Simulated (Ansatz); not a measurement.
# P on Ru(0001): change of the work function, part 4 of 4

Wanted: Δφ(θ) for P/Ru(0001), starting from the fcc site.

Ansatz 0.2.0; plane-wave DFT, PBE, Ansatz PAW.

So far, work function, upper face (eV): step 2 (the clean slab) 5.05; step 3 (37 atoms, coverage 0.111 ML, cell 3x3) 5.19; step 4 (17 atoms, coverage 0.25 ML, cell 2x2) 5.35.

### Step 5. The covered slab, k-mesh 6×6×1, coverage 0.5 ML

System of this step: P/Ru(0001). The cell holds 18 atoms: 16 Ru and 2 P. Cell: a = 5.400 Å, b = 5.400 Å, c = 26.470 Å, α = 90.0°, β = 90.0°, γ = 60.0°. Vacuum lies along c.

Another coverage, to see how the dipoles act on each other as their distance changes.

Input file input.yaml:

```yaml
crystal:
  lattice:
    - [5.4, 0.0, 0.0]
    - [2.7, 4.6765371804, 0.0]
    - [0.0, 0.0, 26.4695397147]
  atoms:
    - { symbol: Ru, position: [0.3333333333, 0.3333333333, 0.3400134682] }
    - { symbol: Ru, position: [0.0, 0.0, 0.4208006683] }
    - { symbol: Ru, position: [0.3333333333, 0.3333333333, 0.5023203612] }
    - { symbol: Ru, position: [0.0, 0.0, 0.581094625] }
    - { symbol: Ru, position: [0.3333333333, 0.8333333333, 0.3400134682] }
    - { symbol: Ru, position: [0.0, 0.5, 0.4208006683] }
    - { symbol: Ru, position: [0.3333333333, 0.8333333333, 0.5023203612] }
    - { symbol: Ru, position: [0.0, 0.5, 0.581094625] }
    - { symbol: Ru, position: [0.8333333333, 0.3333333333, 0.3400134682] }
    - { symbol: Ru, position: [0.5, 0.0, 0.4208006683] }
    - { symbol: Ru, position: [0.8333333333, 0.3333333333, 0.5023203612] }
    - { symbol: Ru, position: [0.5, 0.0, 0.581094625] }
    - { symbol: Ru, position: [0.8333333333, 0.8333333333, 0.3400134682] }
    - { symbol: Ru, position: [0.5, 0.5, 0.4208006683] }
    - { symbol: Ru, position: [0.8333333333, 0.8333333333, 0.5023203612] }
    - { symbol: Ru, position: [0.5, 0.5, 0.581094625] }
    - { symbol: P, position: [0.1666666667, 0.1666666667, 0.6599865318] }
    - { symbol: P, position: [0.6666666667, 0.1666666667, 0.6599865318] }
kpoints:
  mp_grid: { grid: [6, 6, 1] }
hamiltonian:
  xc: pbe
scf:
  occupations: { method: fermi_dirac, width: 0.1 }
  convergence: { dr2_threshold: 1.0e-08 }
efield:
  axis: 3
  dipole_correction: true
  ramp_position: 0.97
  ramp_width: 0.06
relax:
  f_tol: 0.02
  max_steps: 60
  constraints: [{ sites: [0, 1, 4, 5, 8, 9, 12, 13] }]
output:
  dos: { projected: true, e_range: [-8, 4] }
  write_potential: true
  write_density: true
  volumetric_format: npy
  elf: true
```

Run with:

```
$ ansatz run input.yaml --threads 4 --pin off --max-ram 16384MiB --backend cpu --events-out ev --progress --plain --runs-dir out
```

Standard output:

```text
[...]
Crystal: 18 atoms, lattice volume = 668.443 Å³
Basis set: ecut = 420 eV, 12971 PW (Γ), exchange–correlation on 80×80×360 points (8 copies of the dense FFT grid, shifted against one another)
Bands: 160, of which v1, the nominal top of the filled ones, is band 133 counted from 1 (132 counted from 0)
Symmetry: 4 space group operations
[...]
- { symbol: Ru, position: [0.833333, 0.833333, 0.340013] }
    - { symbol: Ru, position: [0.500000, 0.500000, 0.420801] }
    - { symbol: Ru, position: [0.833996, 0.832007, 0.499603] }
    - { symbol: Ru, position: [0.501951, 0.496099, 0.583612] }
    - { symbol: P, position: [0.162043, 0.175914, 0.650974] }
    - { symbol: P, position: [0.662043, 0.175914, 0.650974] }
[key lines of the parts left out:]
SCF converged after 6 iterations
Free energy (F): -95565.385954 eV
Fermi energy:    4.864401 eV
Dipole field:    D = -0.006477 V/Å  (p = -0.023925 e·Å, saw-weighted, corrected)
Work function:   Φ+ = 5.2541 eV   Φ− = 5.0826 eV
```

Run time: 3.9 min. Hardware: 4 threads of Arm Neoverse V1, shared host; peak memory 3 GiB.

Relaxation path:

```
step  energy less that of the first step (eV)  largest force component (eV/Å)
   1                                   0.0000                          2.1898
   2                                  -0.9008                          0.6045
   3                                  -0.9505                          0.4688
   4                                  -0.9710                          0.0291
   5                                  -0.9711                          0.0129
```

Forces are held to the 4 operations that the program found; a distortion that breaks them can't arise in this run.

The atoms that moved most (Å):

```
atom     dx      dy      dz  length
 P18  0.000   0.043  -0.239   0.242
 P17  0.000   0.043  -0.239   0.242
 Ru4  0.000  -0.004   0.078   0.078
Ru12  0.000  -0.004   0.078   0.078
Ru15  0.000  -0.006  -0.072   0.072
 Ru7  0.000  -0.006  -0.072   0.072
 Ru8  0.000  -0.018   0.067   0.069
Ru16  0.000  -0.018   0.067   0.069
```

The relaxed structure:

```cif
data_structure
_symmetry_space_group_name_H-M 'P 1'
_symmetry_Int_Tables_number 1
_cell_length_a 5.4000
_cell_length_b 5.4000
_cell_length_c 26.4695
_cell_angle_alpha 90.000
_cell_angle_beta 90.000
_cell_angle_gamma 60.000
_cell_volume 668.44
loop_
_atom_site_label
_atom_site_type_symbol
_atom_site_fract_x
_atom_site_fract_y
_atom_site_fract_z
_atom_site_occupancy
Ru1 Ru 0.33333 0.33333 0.34001 1
Ru2 Ru 0.00000 0.00000 0.42080 1
Ru3 Ru 0.33278 0.33443 0.50291 1
Ru4 Ru 0.00046 0.99907 0.58404 1
Ru5 Ru 0.33333 0.83333 0.34001 1
Ru6 Ru 0.00000 0.50000 0.42080 1
Ru7 Ru 0.33400 0.83201 0.49960 1
Ru8 Ru 0.00195 0.49610 0.58361 1
Ru9 Ru 0.83333 0.33333 0.34001 1
Ru10 Ru 0.50000 0.00000 0.42080 1
Ru11 Ru 0.83278 0.33443 0.50291 1
Ru12 Ru 0.50046 0.99907 0.58404 1
Ru13 Ru 0.83333 0.83333 0.34001 1
Ru14 Ru 0.50000 0.50000 0.42080 1
Ru15 Ru 0.83400 0.83201 0.49960 1
Ru16 Ru 0.50195 0.49610 0.58361 1
P17 P 0.16204 0.17591 0.65097 1
P18 P 0.66204 0.17591 0.65097 1
```

The density of states has structure finer than the step of the table below, so its rows give means over 0.5 eV. Peaks (eV: height): -3.82: 38.3, -2.80: 39.0, -2.53: 38.5, -2.17: 50.3, 0.63: 40.9, 0.75: 40.5, 0.81: 40.3.

Density of states against energy, zero at the Fermi level; means over each step:

```
energy (eV)  density of states (states/eV a cell)
       -7.5                                 0.233
       -7.0                                 0.945
       -6.5                                  1.50
       -6.0                                  9.98
       -5.5                                  22.0
       -5.0                                  20.6
       -4.5                                  21.7
       -4.0                                  21.9
       -3.5                                  19.5
       -3.0                                  21.7
       -2.5                                  26.4
       -2.0                                  31.5
       -1.5                                  24.1
       -1.0                                  19.3
       -0.5                                  19.3
        0.0                                  16.4
        0.5                                  20.8
        1.0                                  26.2
        1.5                                  21.5
```

The relaxation took 5 steps and lowered the energy by 0.97 eV; the largest force on the free atoms ends at 0.013 eV/Å.

The covered face has 5.25 eV, +0.21 eV against the clean one; the bare back face has moved by +0.01 eV, a measure of how thin the slab is.

### Step 6. The covered slab, k-mesh 12×12×1, coverage 1 ML

System of this step: P/Ru(0001). The cell holds 5 atoms: 4 Ru and 1 P. Cell: a = 2.700 Å, b = 2.700 Å, c = 26.470 Å, α = 90.0°, β = 90.0°, γ = 60.0°. Vacuum lies along c.

Another coverage, to see how the dipoles act on each other as their distance changes.

input.yaml, the sections that differ from step 5:

```yaml
crystal:
  lattice:
    - [2.7, 0.0, 0.0]
    - [1.35, 2.3382685902, 0.0]
    - [0.0, 0.0, 26.4695397147]
  atoms:
    - { symbol: Ru, position: [0.6666666667, 0.6666666667, 0.3400134682] }
    - { symbol: Ru, position: [0.0, 0.0, 0.4208006683] }
    - { symbol: Ru, position: [0.6666666667, 0.6666666667, 0.5023203612] }
    - { symbol: Ru, position: [0.0, 0.0, 0.581094625] }
    - { symbol: P, position: [0.3333333333, 0.3333333333, 0.6599865318] }
kpoints:
  mp_grid: { grid: [12, 12, 1] }
relax:
  f_tol: 0.02
  max_steps: 60
  constraints: [{ sites: [0, 1] }]
output:
  write_potential: true
  write_density: true
  volumetric_format: npy
# hamiltonian, scf, efield: as in step 5
```

Standard output:

```text
[...]
Crystal: 5 atoms, lattice volume = 167.111 Å³
Basis set: ecut = 420 eV, 3311 PW (Γ), exchange–correlation on 40×40×360 points (8 copies of the dense FFT grid, shifted against one another)
Bands: 42, of which v1, the nominal top of the filled ones, is band 35 counted from 1 (34 counted from 0)
Symmetry: 6 space group operations
[...]
F+E_penalty+E_count = -24269.29836280 eV   max|allowed force component| = 1.319e-3 eV/Å
  atoms:
    - { symbol: Ru, position: [0.666667, 0.666667, 0.3400134682] }
    - { symbol: Ru, position: [-1.850372e-17, -1.850372e-17, 0.4208006683] }
    - { symbol: Ru, position: [0.666667, 0.666667, 0.501206] }
    - { symbol: Ru, position: [-1.850372e-17, -1.850372e-17, 0.586773] }
    - { symbol: P, position: [0.333333, 0.333333, 0.654765] }
[key lines of the parts left out:]
SCF converged after 7 iterations
Free energy (F): -24269.298363 eV
Fermi energy:    5.694657 eV
Dipole field:    D = 0.000063 V/Å  (p = 0.000058 e·Å, saw-weighted, corrected)
Work function:   Φ+ = 4.9945 eV   Φ− = 4.9962 eV
```

The job ended after 21 s (4 threads; peak memory 0.49 GiB; 82 s of CPU time).

Relaxation path:

```
step  energy less that of the first step (eV)  largest force component (eV/Å)
   1                                   0.0000                          1.8796
   2                                  -0.2012                          1.0114
   3                                  -0.2515                          0.6643
   4                                  -0.2738                          0.1389
   5                                  -0.2725                          0.1819
   6                                  -0.2753                          0.0013
```

Relaxation step 5 was tried and not accepted.

Forces are held to the 6 operations that the program found; a distortion that breaks them can't arise in this run.

The atoms that moved most (Å):

```
atom     dx     dy      dz  length
 Ru4  0.000  0.000   0.150   0.150
  P5  0.000  0.000  -0.138   0.138
 Ru3  0.000  0.000  -0.029   0.029
```

The relaxed structure:

```
Ru P
1.0
     2.70000    0.00000    0.00000
     1.35000    2.33827    0.00000
     0.00000    0.00000   26.46954
Ru P
4 1
Direct
  0.66667 0.66667 0.34001
  0.00000 0.00000 0.42080
  0.66667 0.66667 0.50121
  0.00000 0.00000 0.58677
  0.33333 0.33333 0.65477
```

The relaxation took 6 steps and lowered the energy by 0.28 eV; the largest force on the free atoms ends at 0.0013 eV/Å.

The covered face has 4.99 eV, -0.05 eV against the clean one; the bare back face has moved by -0.08 eV, a measure of how thin the slab is.

### Step 7. Work function against coverage

This step: plane-wave DFT, PBE, Ansatz PAW; work function against coverage (Ansatz 0.2.0).

The runs are now put side by side.

Numbers from this step:

| Item | Value |
| --- | --- |
| work function of the clean face | 5.046 eV |
| largest change of the work function | 0.3086 eV |

Work function of the covered face against coverage:

```
coverage (adsorbates/nm²)  work function of the covered face (eV)
                     0.00                                    5.05
                     1.76                                    5.19
                     3.96                                    5.35
                     7.92                                    5.25
                    15.84                                    4.99
```

The dipole per adsorbate comes from the change of the cell's dipole. Coverage, by row:

```
coverage (1/nm²)  coverage (ML)  work function (eV)  change (eV)  dipole per adsorbate, positive end outwards (debye)  mean height of the added atoms over the highest substrate atom (Å)
            1.76         0.1111               5.192       0.1468                                               -0.224                                                               1.712
            3.96           0.25               5.354       0.3086                                               -0.203                                                               1.733
            7.92            0.5               5.254       0.2084                                               -0.067                                                               1.772
           15.84              1               4.995     -0.05115                                               -0.005                                                                 1.8
```

### Step 8. What came out

| Property | Result |
| --- | --- |
| work function of the clean face | 5.05 eV |
| work function at 0.11 ML | 5.19 eV |
| work function at 0.25 ML | 5.35 eV |
| work function at 0.5 ML | 5.25 eV |
| work function at 1 ML | 4.99 eV |
| dipole per adsorbate at 0.11 ML, positive end outwards | -0.22 D |

**Reading.** At the lowest coverage P changes the work function of Ru(0001) by under 0.15 eV, within the error of so thin a slab; the largest change, +0.31 eV, comes at higher coverage. The dipole per adsorbate falls from 0.22 to 0.01 D as the layer fills. Neighbouring dipoles depolarise each other, and heights and bonding change with coverage too. The slab has 4 layers, at the tabulated experimental lattice constant, one starting site was run, and quantum-size effects of a slab this thin can reach one or two tenths of an eV.

[Long decimals in the printed logs are rounded to 6 places.]

[Logs are printed without paths, hosts, clocks, repeated set-up lines and the standing remarks that a program may print on its own settings, such as how far it seeks lower states.]

[Hosts, paths, dates, database ids (printed as entryN), source tags and the programs' standing remarks are cut or masked in the printed files.]

[Maps of the electrostatic potential energy from Ansatz leave out the sawtooth potential of an applied field or a dipole correction, so their vacuum need not be flat; planar profiles and work functions include it.]
